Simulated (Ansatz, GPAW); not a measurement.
# A 11-layer slab of Pb(110): work function by functional and basis, part 3 of 3

How far do functional and basis move the work function of a 11-layer slab of Pb(110)?

GPAW 26.7.0 and Ansatz 0.2.0; Ansatz plane waves; slab in vacuum with a dipole correction, relaxation; PAW set soft_1 (the session's first sound run).

So far, upper work function (eV): step 2 (relaxing the atoms, PBE) 3.70; step 5 (self-consistent run: xc = "RPBE") 3.59; step 6 (OptPBE vdW: xc = "optPBE-vdW", GPAW, PAW setups, GPAW) 3.94; step 7 (self-consistent run: xc = "LDA") 4.03; step 8 (self-consistent run: xc = "revPBE") 3.60.

## Step 9: Real-space grid: mode = "fd"

Level of this step: GPAW, PAW setups; slab in vacuum (GPAW).

A real-space grid is a second complete basis, so it checks the plane-wave result.

run.py reads:

```python
import json
import numpy as np
from ase import Atoms
from gpaw import GPAW

slab = Atoms(
    ['Pb', 'Pb', 'Pb', 'Pb', 'Pb', 'Pb', 'Pb', 'Pb', 'Pb', 'Pb', 'Pb'],
    positions=[
        [0.00000, 0.00000, 7.00000],
        [2.47500, 1.75009, 8.75009],
        [0.00000, 0.00000, 10.50018],
        [2.47500, 1.75009, 12.25027],
        [0.00000, 0.00000, 14.00036],
        [2.47500, 1.75009, 15.88078],
        [0.00000, 0.00000, 17.68684],
        [2.47500, 1.75009, 19.56823],
        [0.00000, 0.00000, 21.33078],
        [2.47500, 1.75009, 23.19290],
        [0.00000, 0.00000, 24.72617]],
    cell=[[4.95, 0.0, 0.0], [0.0, 3.50018, 0.0], [0.0, 0.0, 31.50089]],
    pbc=[True, True, False])

slab.calc = GPAW(mode='fd', h=0.18, xc='PBE', kpts={'size': (7, 9, 1), 'gamma': True},
                 occupations={'name': 'fermi-dirac', 'width': 0.1}, nbands='200%',
                 convergence={'density': 1e-05}, maxiter=200,
                 poissonsolver={'dipolelayer': 'xy'},
                 symmetry={'tolerance': 1e-3}, txt='slab.txt')
result = {}
energy = slab.get_potential_energy()
fermi = slab.calc.get_fermi_level()
v = slab.calc.get_electrostatic_potential().mean((0, 1)) - fermi
n = slab.calc.get_pseudo_density().mean((0, 1))
L = slab.cell[2, 2]
z = np.arange(len(v)) * L / len(v)
low, high = slab.positions[:, 2].min(), slab.positions[:, 2].max()
below, above = np.interp([low - 4.8, high + 4.8], z, v)
slopes = [np.interp(x, z, np.gradient(v, z)) for x in (low - 4.8, high + 4.8)]
eps = np.array([[slab.calc.get_eigenvalues(k, s) for k in range(len(slab.calc.get_ibz_k_points()))]
                for s in range(slab.calc.get_number_of_spins())]) - fermi
top, bottom = eps[eps < 0].max(), eps[eps > 0].min()
dipole = slab.get_dipole_moment()[2]
print(f'energy {energy:.4f} eV, Fermi level {fermi:.4f} eV, dipole {dipole:.5f} e A')
print(f'potential 4.8 A off the faces, from the Fermi level: lower {below:.4f} eV, upper {above:.4f} eV')
print(f'slope of the potential there: lower {slopes[0]:.5f}, upper {slopes[1]:.5f} eV/A')
print(f'nearest levels on the mesh: {top:.4f} and {bottom:.4f} eV')
print('magnetic moment', round(slab.get_magnetic_moment(), 3))
result.update(energy=energy, fermi=fermi, dipole=dipole, below=below, above=above, slopes=slopes, edges=[top, bottom],
              z=z.tolist(), v=v.tolist(), n=n.tolist(), positions=slab.positions.tolist(),
              forces=slab.get_forces(apply_constraint=False).tolist(), moments=slab.get_magnetic_moments().tolist())
json.dump(result, open('result.json', 'w'))
```

Run with:

```console
$ OMP_NUM_THREADS=1 OPENBLAS_NUM_THREADS=1 python run.py
```

Numbers of over 12 decimals in the logs are rounded to 6 here.

The log of the run:

```text
energy -41.4176 eV, Fermi level -3.7113 eV, dipole -0.00277 e A
potential 4.8 A off the faces, from the Fermi level: lower 3.6965 eV, upper 3.7255 eV
slope of the potential there: lower -0.00089, upper 0.00072 eV/A
nearest levels on the mesh: -0.0128 and 0.0231 eV
magnetic moment 0.0
```

The job ended after 4.8 h (1 thread of Arm Neoverse N1, shared host; peak memory 6.1 GiB).

Numbers from this step:

| Quantity | Value |
| --- | --- |
| dipole along the normal | -0.002769 e·Å |
| levels nearest the Fermi level on the mesh | -0.01280, 0.02307 eV from the Fermi level |
| upper work function | 3.725 eV |
| lower work function | 3.696 eV |

The electrostatic potential energy of an electron (without an applied field's), less the Fermi level, planar mean oscillates, so the rows of the table below give means over windows of 1.79 Å about each position, cut where the curve ends. Its maxima inside the range that stand out by 2 % of the span (Å: eV): 7.9: -3.24, 9.7: -3.34, 11.4: -3.34, 13.2: -3.35, 14.9: -2.22, 16.8: -2.84, 18.6: -2.23, 20.5: -3.22, 22.3: -2.34, 24.0: -5.49. Its minima: 7.1: -12.1, 8.7: -12.3, 10.5: -12.6, 12.3: -12.6, 14.0: -12.4, 15.8: -12.3, 17.7: -12.4, 19.5: -12.3, 21.3: -12.4, 23.2: -12.6, 24.7: -12.5.

Electrostatic potential energy of an electron (without an applied field's), less the Fermi level, planar mean against z; means over each step:

z (Å), electrostatic potential energy of an electron (without an applied field's), less the Fermi level, planar mean (eV) and a bar from the least value:
```
     0.90        3.7 ##############################
     2.69        3.7 ##############################
     4.47        3.6 ##############################
     6.27       -3.2 ##############
     8.05       -7.6 ####
     9.84       -7.7 ###
    11.63       -7.7 ###
    13.43       -7.6 ###
    15.21       -6.7 ######
    17.00       -7.2 ####
    18.79       -6.6 ######
    20.59       -7.6 ####
    22.38       -6.8 #####
    24.16       -9.1 
    25.96        0.7 #######################
    27.75        3.7 ##############################
    29.54        3.7 ##############################
    31.32        3.7 ##############################
```

The upper face's work function is 3.725 eV, against 3.726 eV in the first plane-wave PBE run at this geometry.

## Step 10: Cost and result by level

Times are for 1 thread of Arm Neoverse N1, shared host. The series side by side:

| no. | run | upper work function (eV) | lower work function (eV) | time | memory (GiB) |
| --- | --- | --- | --- | --- | --- |
| 1 | pw | 3.726 | 3.696 | 59 min | 0.84 |
| 2 | vdW DF2 | 4.137 | 4.133 | 1.8 h | 1.1 |
| 3 | RPBE | 3.587 | 3.559 | 57 min | 0.84 |
| 4 | optPBE vdW | 3.941 | 3.922 | 55 min | 1.1 |
| 5 | LDA | 4.028 | 3.996 | 58 min | 0.85 |
| 6 | revPBE | 3.597 | 3.568 | 61 min | 0.84 |
| 7 | fd | 3.725 | 3.696 | 4.8 h | 6.1 |

## Step 11: A second plane-wave code

A second program with its own datasets checks the number independently.

This step: Ansatz plane waves; slab in vacuum with a dipole correction; PAW set soft_1 (Ansatz 0.2.0).

input.yaml reads:

```yaml
crystal:
  lattice:
    - [4.95, 0.0, 0.0]
    - [0.0, 3.5001785669, 0.0]
    - [0.0, 0.0, 31.5008928344]
  atoms:
    - { symbol: Pb, position: [0.0, 0.0, 0.2222159237] }
    - { symbol: Pb, position: [0.5, 0.5, 0.277772739] }
    - { symbol: Pb, position: [0.0, 0.0, 0.3333295542] }
    - { symbol: Pb, position: [0.5, 0.5, 0.3888863695] }
    - { symbol: Pb, position: [0.0, 0.0, 0.4444431847] }
    - { symbol: Pb, position: [0.5, 0.5, 0.5041375738] }
    - { symbol: Pb, position: [0.0, 0.0, 0.561470916] }
    - { symbol: Pb, position: [0.5, 0.5, 0.6211959483] }
    - { symbol: Pb, position: [0.0, 0.0, 0.6771484425] }
    - { symbol: Pb, position: [0.5, 0.5, 0.7362616458] }
    - { symbol: Pb, position: [0.0, 0.0, 0.7849355104] }
kpoints:
  mp_grid: { grid: [7, 9, 1] }
hamiltonian:
  xc: pbe
  pseudopotentials: { kind: paw, azcp: { folder: soft_1 } }
scf:
  occupations: { method: fermi_dirac, width: 0.1 }
efield:
  axis: 3
  dipole_correction: true
  ramp_width: 0.05
output:
  forces: true
  write_potential: true
  write_density: true
  volumetric_format: npy
  elf: true
```

Run with:

```console
$ ansatz run input.yaml --threads 4 --pin off --max-ram 8192MiB --backend cpu --events-out ev --progress --plain --runs-dir out
```

The log of the run:

```text
[...]
Crystal: 11 atoms, lattice volume = 545.781 Å³
Basis set: ecut = 420 eV, 10683 PW (Γ), exchange–correlation on 72×48×432 points (8 copies of the dense FFT grid, shifted against one another)
Bands: 93, of which v1, the nominal top of the filled ones, is band 77 counted from 1 (76 counted from 0)
Symmetry: 4 space group operations
[...]
k-points: 20 of 63
[...]
SCF iter   8: F=-130996.445806 eV  HF=-130996.445806 eV  |F-HF|=2.55e-8  |Δ(HF+E_count)|=   2.56e-8  Δρ=1.78e-6  dr2=3.82e-8  ethr=6.49e-11  p=-0.003 e·Å  D=-8.99e-4 V/Å  ΔV_dip=0.03 eV  dr2_dipole=6.80e-10  V_vac-E_F(+/−)=3.70/3.67 eV  ⟨swp⟩=15.2  Hψ=16141  notcnv=0
SCF 1 converged in 8 iterations: F = -130996.445806 eV  dr2 = 3.82e-8
[...]
SCF converged after 8 iterations
Free energy (F): -130996.445806 eV
[...]
Internal energy: -130996.245960 eV  (E = F + TS)
E sigma→0 (E₀):  -130996.345883 eV
Entropy (-TS):   -0.199846 eV (-18.168 meV/atom)
Fermi energy:    5.397168 eV
Dipole field:    D = -0.000920 V/Å  (p = -0.002774 e·Å, saw-weighted, corrected)
Work function:   Φ+ = 3.7016 eV   Φ− = 3.6727 eV
[...]
--- Forces (eV/Å), atoms counted from 1 ---
  atom   1  Pb     0.00000000     0.00000000     0.27031791
  atom   2  Pb     0.00000000     0.00000000    -0.33760307
  atom   3  Pb     0.00000000     0.00000000    -0.12917266
  atom   4  Pb     0.00000000     0.00000000     0.01934002
  atom   5  Pb     0.00000000     0.00000000     0.17144104
  atom   6  Pb     0.00000000     0.00000000     0.00191696
  atom   7  Pb     0.00000000     0.00000000     0.00357147
  atom   8  Pb     0.00000000     0.00000000     0.00161730
  atom   9  Pb     0.00000000     0.00000000     0.00792467
  atom  10  Pb     0.00000000     0.00000000    -0.00099368
  atom  11  Pb     0.00000000     0.00000000    -0.00834392
  max |Σ_I F_I| component: 1.60e-5 eV/Å
--- Band table (eV; the first three rows and the last of 20) ---
  k-point 0: bands = [... 73 lower, 4.6400, 4.7704, 5.1368, 5.7831, 5.8782, 6.2988, 6.5962, 7.1218, ... 12 higher]
  k-point 1: bands = [... 73 lower, 4.7210, 4.9305, 5.1929, 5.8882, 6.0180, 6.3349, 6.4677, 6.6659, ... 12 higher]
  k-point 2: bands = [... 73 lower, 4.5754, 4.6787, 4.8130, 5.3944, 5.5161, 5.6367, 6.0517, 6.2029, ... 12 higher]
  k-point 19: bands = [... 73 lower, 3.0869, 3.5145, 3.6185, 3.7963, 4.3468, 4.5860, 4.9230, 5.1676, ... 12 higher]
```

The job ended after 75 s (4 threads; peak memory 1.6 GiB; 4.9 min of CPU time).

Reading the cycles: dr2 is the Hartree energy of the density residual (eV), the measure of convergence; HF is the Harris–Foulkes estimate of the energy, which meets the free energy F at convergence.

This step gave:

```yaml
upper_work_function: 3.702 eV
lower_work_function: 3.673 eV
dipole_along_the_normal: -0.002774 e·Å
dipole_field: -9.20e-4 V/Å
vacuum_level_above: 9.099 eV
vacuum_level_below: 9.070 eV
```

The electrostatic potential energy of an electron (with the applied field's), less the Fermi level, planar mean oscillates, so the rows of the table below give means over windows of 1.75 Å about each position, cut where the curve ends. Its maxima inside the range that stand out by 2 % of the span (Å: eV): 7.9: -3.83, 9.6: -3.89, 11.4: -3.93, 13.1: -3.93, 14.9: -2.68, 16.8: -3.30, 18.7: -2.61, 20.4: -3.78, 22.3: -2.78, 23.9: -6.37. Its minima: 7.1: -6.36, 8.8: -6.55, 10.5: -6.69, 12.3: -6.69, 14.0: -6.57, 15.9: -6.51, 17.6: -6.51, 19.5: -6.55, 21.3: -6.56, 23.3: -6.82, 24.5: -6.78.

The electrostatic potential energy of an electron (with the applied field's), less the Fermi level, planar mean by z; means over each step:

| z (Å) | electrostatic potential energy of an electron (with the applied field's), less the Fermi level, planar mean (eV) |
| --- | --- |
| 0.88 | 3.68 |
| 2.62 | 3.67 |
| 4.38 | 3.57 |
| 6.12 | -0.993 |
| 7.88 | -5.45 |
| 9.62 | -5.54 |
| 11.38 | -5.60 |
| 13.12 | -5.58 |
| 14.88 | -4.85 |
| 16.62 | -5.23 |
| 18.38 | -4.87 |
| 20.12 | -5.45 |
| 21.88 | -5.00 |
| 23.62 | -6.50 |
| 25.38 | -2.29 |
| 27.12 | 3.53 |
| 28.88 | 3.70 |
| 30.62 | 3.70 |

The valence density, planar mean oscillates, so the rows of the table below give means over windows of 1.75 Å about each position, cut where the curve ends. Its maxima inside the range that stand out by 2 % of the span (Å: e/Å³): 7.0: 0.652, 8.8: 0.669, 10.5: 0.667, 12.3: 0.667, 14.0: 0.663, 15.9: 0.661, 17.6: 0.659, 19.5: 0.661, 21.3: 0.661, 23.2: 0.675, 24.6: 0.658. Its minima: 7.9: 0.261, 9.6: 0.262, 11.4: 0.263, 13.1: 0.262, 14.9: 0.222, 16.8: 0.242, 18.7: 0.219, 20.4: 0.259, 22.3: 0.227, 23.9: 0.361.

The valence density, planar mean by z; means over each step:

| z (Å) | valence density, planar mean (e/Å³) |
| --- | --- |
| 2.62 | 5.5e-5 |
| 4.38 | 0.00313 |
| 6.12 | 0.231 |
| 7.88 | 0.459 |
| 9.62 | 0.462 |
| 11.38 | 0.462 |
| 13.12 | 0.461 |
| 14.88 | 0.415 |
| 16.62 | 0.441 |
| 18.38 | 0.420 |
| 20.12 | 0.456 |
| 21.88 | 0.433 |
| 23.62 | 0.519 |
| 25.38 | 0.314 |
| 27.12 | 0.00542 |
| 28.88 | 8.5e-5 |
| 30.62 | 1.6e-6 |

Force by atom:

| atom | x (eV/Å) | y (eV/Å) | z (eV/Å) | size |
| --- | --- | --- | --- | --- |
| Pb1 | 0.000 | 0.000 | 0.270 | 0.270 |
| Pb2 | 0.000 | 0.000 | -0.338 | 0.338 |
| Pb3 | 0.000 | 0.000 | -0.129 | 0.129 |
| Pb4 | 0.000 | 0.000 | 0.019 | 0.019 |
| Pb5 | 0.000 | 0.000 | 0.171 | 0.171 |
| Pb6 | 0.000 | 0.000 | 0.002 | 0.002 |
| Pb7 | 0.000 | 0.000 | 0.004 | 0.004 |
| Pb8 | 0.000 | 0.000 | 0.002 | 0.002 |
| Pb9 | 0.000 | 0.000 | 0.008 | 0.008 |
| Pb10 | 0.000 | 0.000 | -0.001 | 0.001 |
| Pb11 | 0.000 | 0.000 | -0.008 | 0.008 |

Electrostatic potential energy in the ca plane at fractional y = 0.000, with atoms of Pb within 0.2 Å of it. With pseudopotentials it is smooth inside the atoms' cores, unlike the true potential.

Ten even steps from '0' (-37 eV) to '9' (9 eV), each cell a mean:
```
01017999710101699971010179972010068999999999
10158999851015899984101589985100479999999999
65689999986568999998656899998756899999999999
98999999999899999999989999999989999999999999
99999999999999999999999999999999999999999999
99999999999999999999999999999999999999999999
99999999999999999999999999999999999999999999
99999999999999999999999999999999999999999999
99999999999999999999999999999999999999999999
87889999988788999998878899999878899999999999
32368999863236899986324789987423689999999999
00027999720002799972000379983000179999999999
01016999610100689960010169971011058999999999
```
Columns run along c (16.0 Å, from fractional 0.44 to 0.94 of the cell; values clipped at the 3rd and 97th percentile), rows up along a (5.0 Å). Atoms in or near the plane, at fractional coordinates: Pb at (0.44, 0.00), Pb at (0.56, 0.00), Pb at (0.68, 0.00), Pb at (0.78, 0.00).

ELF in the ca plane at fractional y = 0.000, with atoms of Pb within 0.2 Å of it. It is the smooth field of the valence electrons, not physical close to the nuclei.

Values, 7 rows by 16 columns, each cell a mean:
```
0.21 0.37 0.23 0.34 0.26 0.30 0.31 0.26 0.34 0.30 0.31 0.27 0.47 0.22 0.02 0.00
0.37 0.28 0.21 0.32 0.36 0.23 0.24 0.35 0.30 0.24 0.32 0.41 0.37 0.11 0.01 0.00
0.17 0.18 0.20 0.18 0.17 0.19 0.20 0.17 0.15 0.19 0.22 0.21 0.11 0.02 0.00 0.00
0.11 0.16 0.21 0.15 0.11 0.18 0.19 0.12 0.12 0.18 0.19 0.11 0.03 0.01 0.00 0.00
0.22 0.19 0.20 0.21 0.22 0.19 0.20 0.21 0.18 0.20 0.25 0.27 0.18 0.04 0.00 0.00
0.39 0.32 0.21 0.35 0.38 0.25 0.26 0.38 0.34 0.26 0.34 0.42 0.42 0.15 0.01 0.00
0.11 0.36 0.24 0.31 0.18 0.31 0.32 0.18 0.31 0.30 0.28 0.20 0.48 0.24 0.02 0.00
```
Columns run along c (16.0 Å, from fractional 0.44 to 0.94 of the cell), rows up along a (5.0 Å). Atoms in or near the plane, at fractional coordinates: Pb at (0.44, 0.00), Pb at (0.56, 0.00), Pb at (0.68, 0.00), Pb at (0.78, 0.00).

Valence density in the ca plane at fractional y = 0.000, with atoms of Pb within 0.2 Å of it. It is the smooth field of the valence electrons, not physical close to the nuclei.

Ten steps, logarithmic in the rise over the least value, from '0' (0.0 e/Å³) to '9' (7.6 e/Å³), each cell a mean:
```
89864212468986421247898642236899742100000000
77753111357775321235777532224677531000000000
44432111234443211123444321123444321000000000
22211111112221111112222111112222110000000000
11111111111111111111111111111111000000000000
11111111111111111111111111111110000000000000
10111121111011111111101111111110000000000000
11111111111111111111111111111110000000000000
11111111111111111111111111111111100000000000
33321111123332111112333211122333210000000000
56542111245654211124565421123566421000000000
88863212368886321236888632235788642000000000
99974212479997421247999742236899752100000000
```
Columns run along c (16.0 Å, from fractional 0.44 to 0.94 of the cell), rows up along a (5.0 Å). Atoms in or near the plane, at fractional coordinates: Pb at (0.44, 0.00), Pb at (0.56, 0.00), Pb at (0.68, 0.00), Pb at (0.78, 0.00).

The upper face's work function is 3.702 eV, against 3.726 eV in the first plane-wave PBE run at this geometry.

## Step 12: Side by side

Results and costs are gathered.

This step: comparison of work functions, dipole and cost; PAW set soft_1 (GPAW 26.7.0).

Ladder, by row:

| step | code | work function, upper (eV) | work function, lower (eV) | dipole (e Å) | wall time (s) | peak memory (GiB) | threads |
| --- | --- | --- | --- | --- | --- | --- | --- |
| pw | GPAW | 3.726 | 3.696 | -0.002813 | 3560 | 0.84 | 1 |
| vdW-DF2 | GPAW | 4.137 | 4.133 | -3.46e-4 | 6472 | 1.14 | 1 |
| RPBE | GPAW | 3.587 | 3.559 | -0.00264 | 3421 | 0.84 | 1 |
| optPBE-vdW | GPAW | 3.941 | 3.922 | -0.001842 | 3283 | 1.14 | 1 |
| LDA | GPAW | 4.028 | 3.996 | -0.002958 | 3490 | 0.85 | 1 |
| revPBE | GPAW | 3.597 | 3.568 | -0.002695 | 3672 | 0.84 | 1 |
| fd | GPAW | 3.725 | 3.696 | -0.002769 | 17117 | 6.09 | 1 |
| ansatz | Ansatz | 3.702 | 3.673 | -0.002774 | 74.72 | 1.591 | 4 |

## Step 13: What came out

```
work function, upper and lower face : 3.726 and 3.696 eV
dipole along the normal             : -0.00281 e Å
```

**Reading.** With plane waves and PBE the work function is 3.73 eV on the upper face and 3.70 eV on the lower. The measured value for polycrystalline Pb, which weights the faces of low work function, is 4.25 eV (as compiled in "Anisotropic work function of elemental crystals", 2019, arxiv:1902.07811); the relaxed upper face lies 0.52 eV under it with PBE, and vdW-DF2 comes nearest (4.14 eV). Measured work functions scatter by a tenth of an eV or more between methods. Over the sound runs of the table the upper face's work function spans 3.587 (RPBE) to 4.137 eV (vdW-DF2). The two plane-wave codes differ by 0.024 eV on the upper face. The small printed dipole stands for a step of 29 meV from the lower to the upper face, and the probes find 30 meV; values this small are near the numerical noise of both. The in-plane lattice was kept as typed, which isn't the functional's own and leaves some strain; spin-orbit coupling and temperature are left out.

[Logs are printed without paths, hosts, clocks, repeated set-up lines and the standing remarks that a program may print on its own settings, such as how far it seeks lower states.]

[Hosts, paths, dates, database ids (printed as entryN), source tags and the programs' standing remarks are cut or masked in the printed files.]
